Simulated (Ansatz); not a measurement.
**BeMoS3 (built on the sites of a database entry of BaMoO3): a soft mode frozen in**

Wanted: the energy along a soft mode of BeMoS3 (built on the sites of a database entry of BaMoO3) and the structure at the end.

Calculated with Ansatz 0.2.0; DFT PBEsol, scalar-relativistic, plane waves, PAW.

Most raw output is cut from this account.

The structure was built from a prototype and need not be the compound's stable phase.

## 1. Set-up

It takes space group Pm-3m (No. 221, cubic). Conventional cell: a = 4.621 Å, b = 4.621 Å, c = 4.621 Å, α = 90.00°, β = 90.00°, γ = 90.00°. Be has 12 S at 3.27 Å nearest. Mo has 6 S at 2.31 Å nearest. Nearest to S lie 2 Mo at 2.31 Å. Farther neighbours and most contacts between anions are not listed.

## 2. Response at finite wavevector

The cell comes from relaxations at this level that are not shown. Stability and thermal properties need the whole zone. Linear response on a 2×2×2 q mesh gives force constants as far as a supercell of that size would.

File input.yaml:

```yaml
crystal:
  lattice:
    - [4.6206887221, 0.0, 0.0]
    - [0.0, 4.6206887221, 0.0]
    - [0.0, 0.0, 4.6206887221]
  atoms:
    - { symbol: Be, position: [0.5, 0.5, 0.5] }
    - { symbol: Mo, position: [0.0, 0.0, 0.0] }
    - { symbol: S, position: [0.0, 0.5, 0.0] }
    - { symbol: S, position: [0.0, 0.0, 0.5] }
    - { symbol: S, position: [0.5, 0.0, 0.0] }
kpoints:
  mp_grid: { grid: [6, 6, 6] }
hamiltonian:
  xc: pbesol
scf:
  occupations: { method: methfessel_paxton, width: 0.15 }
output:
  eigenvalues: true
phonons:
  method: dfpt
  qmesh: [2, 2, 2]
  temperatures: { t_max: 1000, t_step: 50 }
  qpath:
    path:
      - [[0.0, 0.0, 0.0], [0.0, 0.5, 0.0], [0.5, 0.5, 0.0], [0.0, 0.0, 0.0], [0.5, 0.5, 0.5], [0.0, 0.5, 0.0]]
      - [[0.5, 0.5, 0.5], [0.5, 0.5, 0.0]]
    npoints: 10
```

Command:

```bash
ansatz run input.yaml --threads 8 --pin off --max-ram 14336MiB --backend cpu --events-out ev --progress --plain --runs-dir out
```

The job ended after 35 s (8 threads of Intel Xeon Platinum 8559C (Emerald Rapids), shared host; peak memory 0.89 GiB).

Numbers from this step:

| Property | Result |
| --- | --- |
| volume per atom | 19.73 Å³ |
| gap on the k-mesh | 0 eV |
| sum-rule residual before enforcement | 1.42e-4 eV/Å² |
| lowest frequency on the path | -291.1 cm⁻¹ |
| point group | m-3m |
| highest frequency on the path or at a solved wavevector | 522.2 cm⁻¹ |
| highest optical mode at the zone centre (no LO-TO term) | 385.1 cm⁻¹ |
| lowest optical zone-centre mode | -282.7 cm⁻¹ |
| lowest mode on the q mesh (acoustic modes at Γ apart) | -291.1 cm⁻¹ |

Frequencies (cm⁻¹) solved at each irreducible wavevector; negative means imaginary. Frequencies by wavevector, by row:

```tsv
q in reciprocal lattice units	star	mode 1	mode 2	mode 3	mode 4	mode 13	mode 14	mode 15
0 0 0	1	-282.7	-282.7	-282.7	-113.4	385.1	385.1	385.1
0 0 -0.5	3	-247.6	-247.6	-226.4	-153	366.7	366.7	453.4
0 -0.5 -0.5	3	-291.1	-291.1	-242.5	-199.5	341.4	345.1	489.5
-0.5 -0.5 -0.5	1	-264.1	-264.1	-264.1	-202	309.7	309.7	522.2
```

Interpolated from a 2×2×2 q mesh. Phonon branches along the path, in cm⁻¹:

```tsv
point	branch 1	branch 2	branch 3	branch 4	branch 12	branch 13	branch 14	branch 15
Γ	-283	-283	-283	-113	0	385	385	385
halfway	-267	-267	-256	-123	87	376	376	418
X	-248	-248	-226	-153	121	367	367	453
halfway	-273	-268	-245	-166	174	355	359	469
M	-291	-291	-242	-200	194	341	345	490
halfway	-277	-257	-252	-149	146	366	370	440
Γ	-283	-283	-283	-113	0	385	385	385
halfway	-268	-268	-254	-160	148	357	357	462
R	-264	-264	-264	-202	207	310	310	522
halfway	-271	-266	-260	-174	180	342	344	486
X	-248	-248	-226	-153	121	367	367	453
jump to R	-264	-264	-264	-202	207	310	310	522
halfway	-278	-278	-254	-201	201	327	328	505
M	-291	-291	-242	-200	194	341	345	490
```

Symmetry leaves 4 wavevectors to solve. The lowest mode among them, the acoustic zeros apart, lies at q = (0, -0.5, -0.5) and is imaginary, 291.1i cm⁻¹, so the energy falls along it.

## 3. The mode frozen in, largest atomic shift 0 Å

The mode followed lies at q = (0, -0.5, -0.5) with frequency 291.1i cm⁻¹ and is 2-fold degenerate, the softest among the wavevectors solved. At small amplitude the distorted cell has space group no. 51 by a symmetry search on the positions. The undistorted cell that holds it gives the zero of energy on the same k mesh.

System of this step: BeMoS3 (built on the sites of a database entry of BaMoO3). It takes space group Pm-3m (No. 221, cubic). Conventional cell: a = 4.621 Å, b = 4.621 Å, c = 4.621 Å, α = 90.00°, β = 90.00°, γ = 90.00°. Be has 12 S at 3.27 Å nearest. Nearest to Mo lie 6 S at 2.31 Å. S has 2 Mo at 2.31 Å nearest. S has 2 Mo at 2.31 Å nearest. Farther neighbours and most contacts between anions are not listed.

File input.yaml:

```yaml
crystal:
  lattice:
    - [-4.6206887221, 0.0, 0.0]
    - [0.0, -4.6206887221, -4.6206887221]
    - [0.0, -4.6206887221, 4.6206887221]
  atoms:
    - { symbol: Be, position: [0.5, 0.0, 0.5] }
    - { symbol: Be, position: [0.5, 0.5, 0.0] }
    - { symbol: Mo, position: [0.0, 0.0, 0.0] }
    - { symbol: Mo, position: [0.0, 0.5, 0.5] }
    - { symbol: S, position: [0.0, 0.75, 0.75] }
    - { symbol: S, position: [0.0, 0.25, 0.25] }
    - { symbol: S, position: [0.0, 0.25, 0.75] }
    - { symbol: S, position: [0.0, 0.75, 0.25] }
    - { symbol: S, position: [0.5, 0.0, 0.0] }
    - { symbol: S, position: [0.5, 0.5, 0.5] }
kpoints:
  mp_grid: { grid: [6, 6, 6] }
hamiltonian:
  xc: pbesol
scf:
  occupations: { method: methfessel_paxton, width: 0.15 }
output:
  forces: true
  stress: true
  eigenvalues: true
```

Run time: 2 s. Hardware: 8 threads; peak memory 0.91 GiB; 12 s of CPU time.

Numbers from this step:

| Quantity | Value |
| --- | --- |
| pressure | 0.03063 GPa |
| energy from the undistorted cell | 0 meV/atom |

The run ends at a pressure of 0.03 GPa.

## 4. The mode frozen in, largest atomic shift 0.6 Å

The atoms are moved along the unstable eigenvector, the largest shift by 0.6 Å, with the cell fixed.

input.yaml, the sections that differ from step 3:

```yaml
crystal:
  lattice:
    - [-4.6206887221, 0.0, 0.0]
    - [0.0, -4.6206887221, -4.6206887221]
    - [0.0, -4.6206887221, 4.6206887221]
  atoms:
    - { symbol: Be, position: [0.5, 0.0918183618, 0.5] }
    - { symbol: Be, position: [0.5, 0.4081816382, 0.0] }
    - { symbol: Mo, position: [0.0, -0.0091074817, 0.0] }
    - { symbol: Mo, position: [0.0, 0.5091074817, 0.5] }
    - { symbol: S, position: [0.0, 0.75, 0.75] }
    - { symbol: S, position: [0.0, 0.25, 0.25] }
    - { symbol: S, position: [0.0, 0.25, 0.75] }
    - { symbol: S, position: [0.0, 0.75, 0.25] }
    - { symbol: S, position: [0.5, 0.0196696715, 0.0] }
    - { symbol: S, position: [0.5, 0.4803303285, 0.5] }
# kpoints, hamiltonian, scf, output: as in step 3
```

Run time: 3.8 s. Hardware: 8 threads; peak memory 1 GiB.

This step gave:

* pressure: 0.1221 GPa
* energy from the undistorted cell: -128.5 meV/atom

The energy, extrapolated to zero smearing, is -128.47 meV/atom against the undistorted cell.

The run ends at a pressure of 0.12 GPa, with forces up to 1.7 eV/Å.

## 5. Energy along the mode, all amplitudes (two of the runs are shown above)

An imaginary frequency means negative curvature, so the energy should fall and then rise again as anharmonic terms take over.

This step gave:

* depth at the lowest point sampled: 128.5 meV/atom
* largest atomic shift at that point: 0.6 Å

The energy from the parent by largest atomic shift:

```tsv
largest atomic shift (Å)	energy from the parent (meV/atom)
0.000	0
0.040	-0.549
0.080	-2.20
0.140	-6.76
0.220	-16.8
0.320	-35.7
0.450	-71.4
0.600	-128
```

Displacement at unit largest shift by atom:

```tsv
atom	x (Å)	y (Å)	z (Å)	size
Be1	0.000	-0.707	-0.707	1.000
Be2	0.000	0.707	0.707	1.000
Mo3	0.000	0.070	0.070	0.099
Mo4	0.000	-0.070	-0.070	0.099
S5	0.000	0.000	0.000	0.000
S6	0.000	0.000	0.000	0.000
S7	0.000	0.000	0.000	0.000
S8	0.000	0.000	0.000	0.000
S9	0.000	-0.151	-0.151	0.214
S10	0.000	0.151	0.151	0.214
```

The lowest of the steps tried is the last one, at 0.6 Å, 128 meV/atom below the parent; the bottom of the well need not coincide with a step.

## 6. Relaxation from the frozen mode

Starting from the lowest point found, all atoms and the cell are let go, so that strain and other modes of the same symmetry can join in.

Changes to input.yaml since step 4:

```diff
@@ -26 +26,10 @@
   eigenvalues: true
+  write_density: true
+  write_potential: true
+  elf: true
+  volumetric_format: npy
+relax:
+  adjacent_minimum: "off"
+  f_tol: 0.002
+  max_steps: 120
+  cell: { stress_tol: 0.03 }
```

Wall time 58 s (8 threads); peak memory 1.2 GiB; 6.9 min of CPU time.

The steps of the relaxation:

```tsv
step	energy less that of the first step (eV)	largest force component (eV/Å)	pressure (GPa)	volume (Å³)
1	0.0000	1.2171	0.12	197.31
2	-1.1168	1.4179	0.01	198.41
3	-2.0137	0.5403	2.07	198.99
4	-2.5605	0.3434	0.02	205.38
5	-2.9500	0.1673	1.88	204.67
6	-3.0966	0.0612	0.36	211.26
7	-3.1029	0.0259	-0.04	212.20
8	-3.1033	0.0114	0.05	212.04
9	-3.1034	0.0008	0.00	212.16
10*	-3.1098	0.0007	0.05	212.16
11	-3.1101	0.0016	0.01	212.38
12*	-3.1101	0.0016	0.01	212.38
```

Relaxation steps marked * repeat the geometry before them on a plane-wave basis chosen anew for their cell, so energy and pressure can jump there.

The run keeps the 8 symmetry operations that it works with, so distortions that break them were not tested.

```tsv
cell as run	before	after	change
a (Å)	4.621	4.514	-2.3 %
b (Å)	6.535	7.376	+12.9 %
c (Å)	6.535	6.380	-2.4 %
volume (Å³/atom)	19.73	21.24	+7.6 %
```

The atoms that moved most (Å, as changes of fractional coordinates times the final cell):

```tsv
atom	dx	dy	dz	length
Be2	0.000	0.745	0.745	1.053
Be1	0.000	-0.745	-0.745	1.053
Mo3	0.000	0.202	0.202	0.286
Mo4	0.000	-0.202	-0.202	0.286
S10	0.000	-0.082	-0.082	0.116
S9	0.000	0.082	0.082	0.116
```

Final coordinates:

```
Be Mo S
1.0
    -4.51373    0.00000    0.00000
     0.00000   -5.21535   -5.21535
     0.00000   -4.51102    4.51102
Be Mo S
2 2 6
Direct
  0.50000 0.23459 0.50000
  0.50000 0.26541 0.00000
  0.00000 0.95210 0.00000
  0.00000 0.54790 0.50000
  0.00000 0.75000 0.75000
  0.00000 0.25000 0.25000
  0.00000 0.25000 0.75000
  0.00000 0.75000 0.25000
  0.50000 0.00397 0.00000
  0.50000 0.49603 0.50000
```

This step gave:

```yaml
pressure: 0.007445 GPa
volume_per_atom: 21.24 Å³
```

ELF in the ab plane at fractional z = 0.000, with atoms of Be and Mo and S within 0.2 Å of it. It is the smooth field of the valence electrons, not physical close to the nuclei.

Ten even steps from '0' (0.00) to '9' (0.92), each cell a mean:
```
47637952795376
67526988984377
77424788863257
33212355431223
22211111111222
22210000001122
11100000000111
00000000000000
00000000000000
00000000000000
00000000000000
00000111110000
00012333321100
00123322332100
01123200133110
11122100022111
11112111122111
11112577642111
11114799963111
21125899974112
65337754675246
77537710486367
```
Columns run along a (4.5 Å), rows up along b (7.4 Å). Atoms in or near the plane, at fractional coordinates: Be at (0.50, 0.27), Mo at (0.00, 0.95), S at (0.50, 0.00).

Valence density in the ab plane at fractional z = 0.000, with atoms of Be and Mo and S within 0.2 Å of it. It is the smooth field of the valence electrons, not physical close to the nuclei.

Values in e/Å³, 22 rows by 14 columns, each cell a mean:
```
6.5 5.7 2.6 0.8 0.8 1.2 0.9 0.7 1.1 1.1 0.7 1.2 3.9 6.3
6.3 5.1 2.2 0.6 0.6 0.8 1.0 1.0 0.9 0.7 0.5 1.0 3.4 5.9
4.0 2.8 1.1 0.4 0.3 0.4 0.5 0.5 0.5 0.3 0.3 0.5 1.7 3.4
1.0 0.7 0.4 0.2 0.1 0.1 0.1 0.2 0.1 0.1 0.1 0.2 0.5 0.8
0.3 0.3 0.2 0.1 0.1 0.1 0.1 0.1 0.1 0.1 0.1 0.1 0.2 0.3
0.2 0.2 0.1 0.1 0.0 0.0 0.0 0.0 0.0 0.0 0.1 0.1 0.1 0.2
0.1 0.1 0.1 0.0 0.0 0.0 0.0 0.0 0.0 0.0 0.0 0.1 0.1 0.1
0.1 0.1 0.0 0.0 0.0 0.0 0.0 0.0 0.0 0.0 0.0 0.0 0.0 0.1
0.0 0.0 0.0 0.0 0.0 0.0 0.0 0.0 0.0 0.0 0.0 0.0 0.0 0.0
0.0 0.0 0.0 0.0 0.0 0.0 0.0 0.0 0.0 0.0 0.0 0.0 0.0 0.0
0.0 0.0 0.0 0.0 0.0 0.0 0.0 0.0 0.0 0.0 0.0 0.0 0.0 0.0
0.0 0.0 0.0 0.0 0.0 0.0 0.0 0.0 0.0 0.0 0.0 0.0 0.0 0.0
0.0 0.0 0.0 0.0 0.0 0.0 0.0 0.0 0.0 0.0 0.0 0.0 0.0 0.0
0.1 0.1 0.1 0.1 0.1 0.1 0.1 0.1 0.1 0.1 0.1 0.1 0.1 0.1
0.1 0.1 0.1 0.1 0.1 0.1 0.1 0.1 0.1 0.1 0.1 0.1 0.1 0.1
0.1 0.1 0.1 0.1 0.1 0.1 0.1 0.1 0.1 0.1 0.1 0.1 0.1 0.1
0.1 0.1 0.1 0.1 0.1 0.2 0.2 0.1 0.2 0.2 0.1 0.1 0.1 0.1
0.1 0.1 0.1 0.1 0.2 0.3 0.4 0.4 0.4 0.2 0.1 0.1 0.1 0.1
0.2 0.2 0.1 0.2 0.2 0.4 0.7 0.8 0.6 0.3 0.2 0.1 0.1 0.2
0.4 0.4 0.2 0.2 0.4 0.7 1.1 1.2 1.0 0.6 0.3 0.2 0.3 0.4
2.2 1.5 0.7 0.4 0.6 1.0 1.0 0.9 1.1 0.9 0.5 0.5 0.9 1.8
5.4 4.0 1.7 0.7 0.9 1.2 0.6 0.2 0.9 1.1 0.7 0.9 2.5 4.8
```
Columns run along a (4.5 Å), rows up along b (7.4 Å). Atoms in or near the plane, at fractional coordinates: Be at (0.50, 0.27), Mo at (0.00, 0.95), S at (0.50, 0.00).

Electrostatic potential energy in the ab plane at fractional z = 0.000, with atoms of Be and Mo and S within 0.2 Å of it. With pseudopotentials it is smooth inside the atoms' cores, unlike the true potential.

Ten even steps from '_' (-53 eV) to '@' (11 eV), each cell a mean:
```
____::####==------++##++____
____--##%%**====++##%%++..__
__::++%%@@%%%%##%%@@%%##==..
****%%@@@@@@@@@@@@@@@@%%##**
%%%%@@@@@@@@@@@@@@@@@@@@@@%%
@@@@@@@@@@@@@@@@@@@@@@@@@@@@
@@@@@@@@@@@@@@@@@@@@@@@@@@@@
@@@@@@@@@@@@@@@@@@@@@@@@@@@@
@@@@@@@@@@@@@@@@@@@@@@@@@@@@
@@@@@@@@@@@@@@@@@@@@@@@@@@@@
@@@@@@@@@@@@@@@@@@@@@@@@@@@@
@@@@@@@@@@@@@@@@@@@@@@@@@@@@
@@@@@@@@@@@@%%%%@@@@@@@@@@@@
@@@@@@@@@@%%######%%@@@@@@@@
@@@@@@@@%%##==--++##@@@@@@@@
@@@@@@@@%%++..__--##%%@@@@@@
@@@@@@@@%%**::..--##%%@@@@@@
@@@@@@@@%%##++++**%%@@@@@@@@
@@@@@@@@@@%%####%%%%@@@@@@@@
##%%%%@@%%##++==**%%@@@@%%##
--==##%%##==------**%%%%**--
____==####--====--++##**::__
```
Columns run along a (4.5 Å; values clipped at the 3rd and 97th percentile), rows up along b (7.4 Å). Atoms in or near the plane, at fractional coordinates: Be at (0.50, 0.27), Mo at (0.00, 0.95), S at (0.50, 0.00).

The distorted start has space group Pmma; the relaxation ends in Pmma.

## 7. Results

| Quantity | Value |
| --- | --- |
| unstable mode of the parent | q = (0, -0.5, -0.5), 291i cm⁻¹ |
| depth at the lowest point sampled | 128 meV/atom |
| largest atomic shift at that point | 0.6 Å |
| space group reached (within 0.01 Å) | Pmma |
| energy gained over the parent (first relaxation, on the mesh of the frozen mode) | 440 meV/atom |
| volume per atom, phase reached | 21.2 Å³ |

**Reading.** Along this mode the structure falls into Pmma, 440 meV/atom below the parent. At the parent's cell the well is 128.5 meV/atom deep on the steps tried, with its lowest point at a shift of 0.6 Å. That is the last step tried, so the steps alone don't bracket the bottom of the well. Relaxing atoms and cell changes the gain by +311.09 meV/atom against the lowest step (energies at zero smearing). Most of the total comes from this relaxation. The modes of the phase reached were not computed on this path. Of the 6 patterns followed to their end from this parent, this one ends 216 meV/atom above the lowest, R3m. Each path keeps the symmetry of its pattern, so a lower phase may lie along a pattern not tried. With no gap, or one that is small against the smearing, the frequencies hang on the k mesh and the smearing, most of all near Kohn anomalies. The starting cell was built on a prototype and not taken from a measurement, so the phase need not exist.

[Logs are printed without paths, hosts, clocks, repeated set-up lines and the standing remarks that a program may print on its own settings, such as how far it seeks lower states.]

[Hosts, paths, dates, database ids (printed as entryN), source tags and the programs' standing remarks are cut or masked in the printed files.]
